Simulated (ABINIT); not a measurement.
An input for ABINIT 10.8.3 (MoS2 (P6_3/mmc)):

```
acell 3*1.0 Angstrom
rprim 
  3.169000000004 -0.000000000001 0.000000000000
  -1.584500000001 2.744434504597 0.000000000000
  0.000000000000 0.000000000000 12.324000000000
ntypat 2
znucl 42 16
natom 6
typat 1 1 2 2 2 2
xred 
  0.333333333333 0.666666666667 0.250000000000
  0.666666666667 0.333333333333 0.750000000000
  0.333333333333 0.666666666667 0.623000000000
  0.666666666667 0.333333333333 0.123000000000
  0.333333333333 0.666666666667 0.877000000000
  0.666666666667 0.333333333333 0.377000000000
pp_dirpath "pseudos"
pseudos "Mo.upf, S.upf"
ecut 36
ngkpt 6 6 2
nshiftk 1
shiftk 0 0 0
kptopt 1
chksymbreak 0
nband 33
occopt 1
tolvrs 1e-10
nstep 60
prtwf 0
optforces 0
optstress 0
indata_prefix "in"
outdata_prefix "out"
tmpdata_prefix "tmp"
```

The database entry behind the starting cell differs from later determinations by our own check (about 0.3 % long), so it need not match the best structure at ambient conditions.

```sh
OMP_NUM_THREADS=1 mpirun -n 8 abinit run.abi > log
```

Q: How long will it take on 8 MPI ranks of Intel Xeon Platinum 8259CL at 2.50GHz (Skylake/Cascade Lake), shared host, and how much memory?

It took 50 s; on shared hardware allow 25 s to 100 s. Peak host memory was 0.88 GiB.

[Paths, hosts, dates, memory and timing lines, banners, echoed tables and standing remarks are left out of the program output.]

[Logs are printed without paths, hosts, clocks, repeated set-up lines and the standing remarks that a program may print on its own settings, such as how far it seeks lower states.]

[Runs of the session that timed out or met a known fault of the program may be left out.]

[Hosts, paths, dates, database ids (printed as entryN), source tags and the programs' standing remarks are cut or masked in the printed files.]

[G0W0 gaps are taken among the corrected bands and points alone; a level outside them can change the order at an edge.]

[Where Ansatz stands beside ABINIT at settings called matched, ABINIT's density can come from a denser mesh and the files from another edition; pairs whose starting gaps differed by over 0.03 eV were left out, so agreement reads better than it is.]
